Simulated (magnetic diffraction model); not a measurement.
**Which magnetic order? Sc3MnSi3Mo2**

Space group P6_3/mcm (no. 193), a = 8.0770 Å, c = 6.2190 Å.

```csv
site,atom,x,y,z
4d,Mo,1/3,2/3,1/2
2b,Mn,0,0,1/2
6g,Sc,0,0.7664,3/4
6g,Si,0,0.3250,3/4
```

The compound is invented for this exercise: a known structure type with other elements, its cell scaled to their sizes and not relaxed.

Only Mn is taken to order (form factors of Mn2+); orders and moment sizes are assumed, and not adapted to the symmetry. Radiation: neutrons of λ = 2.41 Å, 5° to 75°; isotropic B of 0.57 Å² (Mo), 0.66 Å² (Mn), 0.75 Å² (Sc) and 1.04 Å² (Si). Simulated constant-wavelength pattern: nuclear and magnetic terms add, the magnetic one as |2.695 fm × Σ f S⊥ exp(2πi Q·r) exp(−B s²)|², summed over all Q at one angle with the factor 1/(sin²θ cos θ). For collinear order S is the moment m, which repeats by lattice and centring translations R with the sign exp(−2πi k·R). Free-ion form factors, Sears's scattering lengths of 1992, no absorption; a label names one of the reflections at its angle. The strongest nuclear line in the range is 100, and lines under 0.2 are left out.

Above the ordering temperature:

| 2θ (°) | index | I |
| --- | --- | --- |
| 19.84 | (1 0 0) | 6.7 |
| 34.72 | (1 1 0) | 3.6 |
| 40.31 | (2 0 0) | 40.2 |
| 41.68 | (1 1 1) | 18.1 |
| 45.60 | (0 0 2) | 31.6 |
| 50.19 | (1 0 2) | 67.7 |
| 54.23 | (2 1 0) | 57.1 |
| 58.56 | (1 1 2) | 50.9 |
| 59.37 | (2 1 1) | 100.0 |
| 62.24 | (3 0 0) | 25.6 |
| 62.47 | (2 0 2) | 0.3 |
| 73.28 | (2 2 0) | 2.3 |
| 73.49 | (2 1 2) | 1.9 |

Below it (cell unchanged):

```tsv
2θ (°)	I
9.88	2.0
17.16	1.9
19.84	6.7
26.35	0.9
34.72	3.6
36.19	0.7
40.31	40.2
41.68	18.1
45.60	31.6
46.50	0.2
46.78	0.4
49.07	0.4
50.19	67.7
53.43	0.5
54.23	57.1
55.52	0.2
58.56	50.9
59.37	100.0
59.55	0.4
62.24	25.6
62.47	0.3
65.31	0.2
67.17	0.2
73.28	2.3
73.49	1.9
```

**Question.** Check that the new lines index with k = (1/2 1/2 0), then choose among these models:
A. collinear moments along [120], 1.7 μB on Mn; signs + at (0, 0, 1/2), − at (0, 0, 0)
B. collinear moments along [100], 1.7 μB on Mn; signs + at (0, 0, 1/2), − at (0, 0, 0)
C. collinear moments along [100], 1.7 μB on Mn; signs + at (0, 0, 1/2), + at (0, 0, 0)
D. collinear moments along [120], 1.7 μB on Mn; signs + at (0, 0, 1/2), + at (0, 0, 0)

The new lines index as (1/2 -1/2 0) at 9.88°, (1/2 1/2 0) at 17.16°, (3/2 -1/2 0) at 26.35° and (3/2 1/2 0) at 36.19°, that is as H ± k with k = (1/2 1/2 0), one of 3 inequivalent arms of its star (k and −k counted as one), which a powder can't tell apart. Half indices mean that the moments reverse under translations with k·R a half-integer, and the magnetic cell has twice the primitive volume.

Magnetic intensity, observed (below minus above) and for each model:

| 2θ (°) | index | observed | A | B | C | D |
| --- | --- | --- | --- | --- | --- | --- |
| 9.88 | (1/2 -1/2 0) | 2.0 | <0.2 | <0.2 | 2.0 | 6.0 |
| 17.16 | (1/2 1/2 0) | 1.9 | <0.2 | <0.2 | 1.9 | 0.6 |
| 24.48 | (1/2 -1/2 1) | <0.2 | 2.2 | 2.0 | <0.2 | <0.2 |
| 26.35 | (3/2 -1/2 0) | 0.9 | <0.2 | <0.2 | 0.9 | 1.1 |
| 28.31 | (1/2 1/2 1) | <0.2 | 1.2 | 1.5 | <0.2 | <0.2 |
| 34.81 | (3/2 -1/2 1) | <0.2 | 1.5 | 1.4 | <0.2 | <0.2 |
| 37.69 | (3/2 -3/2 1) | <0.2 | 0.7 | 0.4 | <0.2 | <0.2 |
| 42.94 | (3/2 1/2 1) | <0.2 | 0.6 | 0.9 | <0.2 | <0.2 |

Model C matches.

The structure used: k = (1/2 1/2 0), collinear moments along [100], 1.7 μB on Mn; signs + at (0, 0, 1/2), + at (0, 0, 0).

[Logs are printed without paths, hosts, clocks, repeated set-up lines and the standing remarks that a program may print on its own settings, such as how far it seeks lower states.]
